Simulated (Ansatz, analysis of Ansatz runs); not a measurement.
# How often does S try the jump in Al5AgS8 (F-43m)?, part 2 of 2

Aim: the prefactor of a hop in Al5AgS8 (F-43m) (V_S hop (3.2 Å), charge 0) from the modes of the moving atom at the start and at the top of a path found beforehand. Model: a cell of 56 host atoms with 1 S taken out.

Ansatz 0.2.0; plane-wave PAW DFT, PBEsol; finite-difference force constants of the moving atom alone.

So far. Step 2 (Vibrations of the moving atom at the start point): The three modes are 261, 267 and 362 cm⁻¹: all real, a minimum for this atom with the others held.

## (3) Vibrations of the moving atom at the top of the path

The same at the top, where the mode along the path should be imaginary.

The input, q0.top.modes/input.yaml:

```yaml
crystal:
  lattice:
    - [10.0726001, 0.0, 0.0]
    - [0.0, 0.0, -10.0726001]
    - [0.0, 10.0726001, 0.0]
  atoms:
    - { symbol: Al, position: [0.10699532, 0.38400524, 0.62320994] }
    - { symbol: Al, position: [0.11828154, 0.88072396, 0.11812287] }
[... 1 atom line left out ...]
    - { symbol: Al, position: [0.62699219, 0.93373251, 0.62682867] }
[... 1 atom line left out ...]
    - { symbol: Al, position: [0.36981287, 0.94221479, 0.36964886] }
[... 2 atom lines left out ...]
    - { symbol: Al, position: [0.35162057, 0.12972657, 0.65097255] }
[... 5 atom lines left out ...]
    - { symbol: Al, position: [0.65114383, 0.12973187, 0.35145618] }
[... 4 atom lines left out ...]
    - { symbol: Al, position: [0.5002402, 0.46412954, 0.50008016] }
    - { symbol: Ag, position: [0.30716061, 0.19309952, 0.30699554] }
[... 1 atom line left out ...]
    - { symbol: Ag, position: [0.68975903, 0.18969558, 0.68959647] }
[... 1 atom line left out ...]
    - { symbol: S, position: [0.49622199, 0.20486515, 0.49605669] }
[... 9 atom lines left out ...]
    - { symbol: S, position: [0.6075587, 0.91111554, 0.39003289] }
[... 1 atom line left out ...]
    - { symbol: S, position: [0.39019696, 0.91111067, 0.60739402] }
[... 12 atom lines left out ...]
    - { symbol: S, position: [0.65937187, 0.38104399, 0.34226079] }
[... 1 atom line left out ...]
    - { symbol: S, position: [0.34242, 0.38103744, 0.65921387] }
[... 2 atom lines left out ...]
    - { symbol: S, position: [0.86099983, 0.86329382, 0.63068355] }
  symmetry: { detect: false }
basis:
  ecutwfc: 420
  xc_grid: 2
hamiltonian:
  xc: pbesol
kpoints:
  mp_grid: { grid: [1, 1, 1], shift: [0.25, 0.25, 0.25] }
scf:
  occupations: { method: fixed }
  max_iter: 100
phonons:
  supercell: [1, 1, 1]
  displaced_sites: [24]
  amplitude: 0.02
```

The run is started by

```console
$ ansatz run input.yaml --threads 4 --pin off --max-ram 7536MiB --backend cpu --events-out ev --progress --plain --runs-dir out
```

Numbers of over 12 decimals in the logs are rounded to 6 here.

Log:

```text
[...]
Crystal: 55 atoms, lattice volume = 1021.939 Å³
Basis set: ecut = 420 eV, 20005 PW (Γ), exchange–correlation on 144×144×144 points (8 copies of the dense FFT grid, shifted against one another)
Bands: 216, of which v1, the nominal top of the filled ones, is band 161 counted from 1 (160 counted from 0)
Symmetry: 1 space group operations
k-points: 1
[...]
SCF iter   1: F=—  HF=-68062.706044 eV  |F-HF|=—  |Δ(HF+E_count)|=         —  Δρ=5.94e-3  dr2=5.34e-1  ethr=1.77e-3  ⟨swp⟩=5.0  Hψ=743  notcnv=0  defer=52
[...]
SCF iter  12: F=-68062.573344 eV  HF=-68062.573344 eV  |F-HF|=2.91e-11  |Δ(HF+E_count)|=  5.68e-10  Δρ=2.07e-7  dr2=5.80e-10  ethr=1.00e-12  ⟨swp⟩=18.0  Hψ=1462  notcnv=0
SCF 1 converged in 12 iterations: F = -68062.573344 eV  dr2 = 5.80e-10
[...]
SCF iter  10: F=-68062.571475 eV  HF=-68062.571475 eV  |F-HF|=1.46e-11  |Δ(HF+E_count)|=  1.46e-11  Δρ=2.73e-8  dr2=1.01e-11  ethr=1.00e-12  ⟨swp⟩=4.0  Hψ=543  notcnv=0
SCF 2 converged in 10 iterations: F = -68062.571475 eV  dr2 = 1.01e-11
[...]
SCF iter   7: F=-68062.571465 eV  HF=-68062.571465 eV  |F-HF|=0.00e0  |Δ(HF+E_count)|=  4.37e-11  Δρ=4.99e-8  dr2=2.37e-11  ethr=1.00e-12  ⟨swp⟩=4.0  Hψ=625  notcnv=0
SCF 3 converged in 7 iterations: F = -68062.571465 eV  dr2 = 2.37e-11
[...]
SCF iter  10: F=-68062.571476 eV  HF=-68062.571476 eV  |F-HF|=1.46e-11  |Δ(HF+E_count)|=  1.46e-11  Δρ=2.73e-8  dr2=1.01e-11  ethr=1.00e-12  ⟨swp⟩=4.0  Hψ=543  notcnv=0
SCF 4 converged in 10 iterations: F = -68062.571476 eV  dr2 = 1.01e-11
[...]
SCF iter   7: F=-68062.571465 eV  HF=-68062.571465 eV  |F-HF|=0.00e0  |Δ(HF+E_count)|=  2.91e-11  Δρ=5.02e-8  dr2=2.41e-11  ethr=1.00e-12  ⟨swp⟩=4.0  Hψ=625  notcnv=0
SCF 5 converged in 7 iterations: F = -68062.571465 eV  dr2 = 2.41e-11
[...]
SCF iter  10: F=-68062.571695 eV  HF=-68062.571695 eV  |F-HF|=2.91e-11  |Δ(HF+E_count)|=  1.46e-11  Δρ=4.75e-8  dr2=2.78e-11  ethr=1.00e-12  ⟨swp⟩=4.0  Hψ=642  notcnv=0
SCF 6 converged in 10 iterations: F = -68062.571695 eV  dr2 = 2.78e-11
[...]
SCF iter   7: F=-68062.571661 eV  HF=-68062.571661 eV  |F-HF|=2.91e-11  |Δ(HF+E_count)|=  4.37e-11  Δρ=4.33e-8  dr2=2.04e-11  ethr=1.00e-12  ⟨swp⟩=4.0  Hψ=643  notcnv=0
SCF 7 converged in 7 iterations: F = -68062.571661 eV  dr2 = 2.04e-11
SCF converged after 12 iterations
Free energy (F): -68062.573344 eV
[...]
Internal energy: -68062.573344 eV  (E = F + TS)
E sigma→0 (E₀):  -68062.573344 eV
Fermi energy:    7.394814 eV
[...]
--- Forces (eV/Å), atoms counted from 1 ---
  atom   1  Al    -0.00002155     0.00050246    -0.00061888
  atom   2  Al     0.00110418     0.00108465     0.00006436
  [... 1 atom left out ...]
  atom   4  Al     0.00185622     0.00178533    -0.00632559
  [... 1 atom left out ...]
  atom   6  Al     0.00168564     0.00161129     0.00735205
  [... 2 atoms left out ...]
  atom   9  Al    -0.00304104    -0.00240605    -0.00195790
  [... 5 atoms left out ...]
  atom  15  Al    -0.00257636    -0.00304054    -0.00178694
  [... 5 atoms left out ...]
  atom  21  Ag     0.00034707     0.00038450    -0.00088541
  [... 1 atom left out ...]
  atom  23  Ag     0.00109503     0.00105376    -0.00044028
  [... 1 atom left out ...]
  atom  25  S      0.00041432     0.00043439    -0.00029820
  [... 9 atoms left out ...]
  atom  35  S     -0.00139801    -0.00118105    -0.00027349
  [... 1 atom left out ...]
  atom  37  S     -0.00123657    -0.00134642    -0.00016629
  [... 14 atoms left out ...]
  atom  52  S     -0.00211658     0.00003780     0.00205952
  [... 3 atoms left out ...]
  max |Σ_I F_I| component: 5.57e-6 eV/Å
--- Band table (eV) ---
[...]
transpose residual: 1.6e-4 eV/Å²
[...]
frequencies among the named sites at Γ of the cell (cm⁻¹): -141.38 265.91 422.94
  unstable modes among the named sites: 1
  frequencies as built, with no sum rule (cm⁻¹): -141.38 265.91 422.94
  zero-point energy: 0.042703 eV/cell   skipped modes (ω ≤ 0): 1, of them read as no rigid motion or as one in doubt: 1 (1.000e0 modes/cell left out, lowest -141.38 cm⁻¹)
[...]
```

Wall time 44 s (4 threads of Intel Xeon 6975P-C (Granite Rapids), shared host); peak memory 1.6 GiB; 2.7 min of CPU time.

This step gave:

```yaml
free_energy: -68062.5733 eV
frequencies_of_moving_atom: -141.4, 265.9, 422.9 cm⁻¹ (negative: imaginary)
```

The three modes are 141i, 266 and 423 cm⁻¹: one imaginary, a saddle of first order for this atom with the others held.

## (4) Attempt frequency and hop rate

Analysis of the runs above: harmonic transition-state theory from the moving atom's modes alone (Vineyard), PBEsol.

It gives:

| Item | Value |
| --- | --- |
| attempt frequency | 6.718 THz |

The hop rate by temperature:

```
temperature (K)  hop rate (1/s)
            200         3.8e-59
            300         2.1e-35
            400         1.6e-23
            600         1.2e-11
            800          1.0e-5
           1000          0.0378
```

## (5) What came out

| Property | Result |
| --- | --- |
| attempt frequency (attempt frequency and hop rate) | 6.72 THz |

What this shows: The attempt frequency, the product of the three frequencies at the start over that of the two real ones at the top (Vineyard), is 6.7 THz. With the barrier of 2.83 eV it gives 1.2e-11 hops a second at 600 K along this one path; equivalent neighbouring sites multiply that. The host's atoms were held, though they move along the path too, so the prefactor is rough. Keep in mind: one k-point off the zone centre stands for the whole zone; spin–orbit coupling, which can matter with heavy atoms, is left out.

[Logs are printed without paths, hosts, clocks, repeated set-up lines and the standing remarks that a program may print on its own settings, such as how far it seeks lower states.]

[Hosts, paths, dates, database ids (printed as entryN), source tags and the programs' standing remarks are cut or masked in the printed files.]
